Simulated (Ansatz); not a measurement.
# LiH (Fm-3m): how G0W0 depends on its starting point

Aim: G0W0 for LiH (Fm-3m) on several starting functionals, at one mesh, band count and screening cutoff.

Main program and level: Ansatz 0.2.0; G0W0 on several functionals, plane waves, PAW.

This is a report of a sequence of runs, with most program output left out.

The database entry behind the starting cell differs from later determinations by our own check (the deuteride, about 0.2 % short), so it need not match the best structure at ambient conditions.

In doubt: masses and optical values from hybrid runs of this build are listed as unsure (steps 3, 4), which bears on the screening that GW takes from such a start.

### 1. The structure

It takes space group Fm-3m (No. 225, cubic). The conventional cell has a = 4.074 Å, b = 4.074 Å, c = 4.074 Å, α = 90.00°, β = 90.00°, γ = 90.00°. Nearest to Li lie 6 H at 2.04 Å. Nearest to H lie 6 Li at 2.04 Å. Farther neighbours are not listed.

The cell and positions come from the Crystallography Open Database and are kept as given unless a step says otherwise. The default PAW set here is soft_2. Its files were made with PBE.

### 2. G0W0 on PBE

G0W0 replaces the xc potential by the self-energy, built once from these orbitals. Only a window of levels is corrected, while the sums run over the empty bands that the input names.

This step: G0W0 on PBE, plane waves, PAW.

Input file input.yaml:

```yaml
crystal:
  lattice:
    - [0.0, 2.03675, 2.03675]
    - [2.03675, 0.0, 2.03675]
    - [2.03675, 2.03675, 0.0]
  atoms:
    - { symbol: Li, position: [0.0, 0.0, 0.0] }
    - { symbol: H, position: [0.5, 0.5, 0.5] }
kpoints:
  mp_grid: { grid: [6, 6, 6] }
hamiltonian:
  xc: pbe
scf:
  occupations: { method: fixed }
gw:
  n_empty_bands: 50
  ecut_chi: 120
  qp_bands: [v2, c2]
  qp_kpoints: band_edges
  screening: { model: contour_deformation }
```

Command:

```console
> ansatz run input.yaml --threads 3 --pin off --max-ram 92160MiB --backend cuda --events-out ev --progress --plain --runs-dir out --devices 1 --max-vram 13GiB  # rebuilt from the run's record
```

Run time: 9.1 s. Hardware: 1 × NVIDIA H100 80GB HBM3 (shared by 6 runs) with 3 threads of AMD EPYC 7R13 (Zen 3), shared host; peak memory 0.98 GiB.

Numbers from this step:

| Property | Result |
| --- | --- |
| bands summed | 52 |
| RPA ε∞ on this mesh (eigenvalues) | 4.186, 4.186, 4.186 |
| plane waves in the screening matrix | 59 |
| q-points in the mesh | 216 |
| G0W0 gap on the mesh | 4.801 eV |
| k of the valence top | 0, -0.5, -0.5 |
| k of the conduction bottom | 0, -0.5, -0.5 |
| starting gap on the mesh | 3.018 eV |
| Z at the valence top | 0.7575 |
| Z at the conduction bottom | 0.7986 |
| least direct G0W0 gap on the computed points | 4.801 eV |

The gap on the mesh goes from 3.02 eV to 4.80 eV, a correction of +1.78 eV. Between the two edge states, bare exchange in place of the xc potential would open the gap by 7.32 eV, and correlation takes back 5.54 eV.

### 3. G0W0 on HSE06

One-shot GW remembers its start. Another functional's orbitals and levels show by how much.

This step: G0W0 on HSE06, plane waves, PAW.

Edit input.yaml of step 2 so:

```diff
@@ -11,3 +11,3 @@
 hamiltonian:
-  xc: pbe
+  xc: hse06
 scf:
```

Wall time 18 s (1 × NVIDIA H100 80GB HBM3 (shared by 6 runs) with 3 threads); peak memory 1.1 GiB; 23 s of CPU time.

Numbers from this step:

```yaml
bands_summed: 52
rpa_eps_infinity_on_this_mesh_eigenvalues: 3.394, 3.394, 3.394
plane_waves_in_the_screening_matrix: 59
q_points_in_the_mesh: 216
g0w0_gap_on_the_mesh: 5.419 eV
k_of_the_valence_top: 0, -0.5, -0.5
k_of_the_conduction_bottom: 0, -0.5, -0.5
starting_gap_on_the_mesh: 4.000 eV
z_at_the_valence_top: 0.7910
z_at_the_conduction_bottom: 0.8260
least_direct_g0w0_gap_on_the_computed_points: 5.419 eV
```

Against the run with 6×6×6 mesh, 50 empty bands, screening to 120 eV on PBE, the gap moves by +0.62 eV, while the start moved by +0.98 eV.

### 4. G0W0 on PBE0

This step: G0W0 on PBE0, plane waves, PAW.

Edit input.yaml of step 3 so:

```diff
@@ -11,3 +11,3 @@
 hamiltonian:
-  xc: hse06
+  xc: pbe0
 scf:
```

Run time: 18 s. Hardware: 1 × NVIDIA H100 80GB HBM3 (shared by 6 runs) with 3 threads; peak memory 1.1 GiB.

Numbers from this step:

- bands summed: 52
- RPA ε∞ on this mesh (eigenvalues): 3.148, 3.148, 3.148
- plane waves in the screening matrix: 59
- G0W0 gap on the mesh: 5.671 eV
- k of the valence top: 0, -0.5, -0.5
- k of the conduction bottom: 0, -0.5, -0.5
- starting gap on the mesh: 4.697 eV
- least direct G0W0 gap on the computed points: 5.671 eV

Against the run with 6×6×6 mesh, 50 empty bands, screening to 120 eV on HSE06, the gap moves by +0.25 eV, while the start moved by +0.70 eV.

### 5. Side by side

All on the 6×6×6 mesh with 50 empty bands and screening to 120 eV. Times are wall times on 1 × NVIDIA H100 80GB HBM3 (shared by 6 runs) with 3 threads of AMD EPYC 7R13 (Zen 3), shared host, good to a factor of about two.

```tsv
start	starting gap (eV)	shift (eV)	G0W0 gap (eV)	RPA ε∞ (harmonic mean)	Z (valence, conduction)	time
PBE	3.02	+1.78	4.80	4.19	0.76, 0.80	9.1 s
HSE06	4.00	+1.42	5.42	3.39	0.79, 0.83	18 s
PBE0	4.70	+0.97	5.67	3.15	0.81, 0.84	18 s
```

How the two edges are built up, in eV (the quasiparticle level is the starting level plus Σx plus Σc less Vxc):

```tsv
run	edge	start	Σx	Σc	Vxc	Z	QP
PBE	valence top	0.49	-14.68	2.05	-11.35	0.76	-0.80
PBE	conduction bottom	3.50	-3.63	-3.49	-7.61	0.80	4.00
HSE06	valence top	-0.20	-14.74	1.77	-12.00	0.79	-1.18
HSE06	conduction bottom	3.80	-3.54	-3.31	-7.29	0.83	4.24
PBE0	valence top	-0.57	-14.74	1.64	-12.36	0.81	-1.31
PBE0	conduction bottom	4.13	-3.53	-3.20	-6.95	0.84	4.36
```

For a hybrid start, Vxc holds its share of exact exchange.

### 6. Summary of results

```yaml
g0w0_pbe: 4.80 eV (start 3.02 eV)
g0w0_hse06: 5.42 eV (start 4.00 eV)
g0w0_pbe0: 5.67 eV (start 4.70 eV)
known_limits: not at the basis limit
```

What this shows: The starting gaps span 1.68 eV and the G0W0 gaps 0.87 eV. Between PBE and PBE0, 0.87 eV of the 1.68 eV survives, 52 %. PBE0 screens less than PBE (ε∞ 3.15 against 4.19). Of the 0.87 eV by which its G0W0 gap is higher, the correlation part gives +0.70 eV, and exchange with the one-particle terms, which follow the orbitals, +0.17 eV. The smallest correction, +0.97 eV, is on PBE0, the start nearest to reproducing itself. Bands and cutoff are finite, so the gap is not at the basis limit. The miss can reach some tenths of an eV and take either sign; the mesh is an error of its own.

[Paths, hosts, dates, memory and timing lines, banners, echoed tables and standing remarks are left out of the program output.]

[Logs are printed without paths, hosts, clocks, repeated set-up lines and the standing remarks that a program may print on its own settings, such as how far it seeks lower states.]

[Runs of the session that timed out or met a known fault of the program may be left out.]

[Cells called generated may have been cut or substituted from an entry of the Crystallography Open Database or the Materials Project.]

[Hosts, paths, dates, database ids (printed as entryN), source tags and the programs' standing remarks are cut or masked in the printed files.]
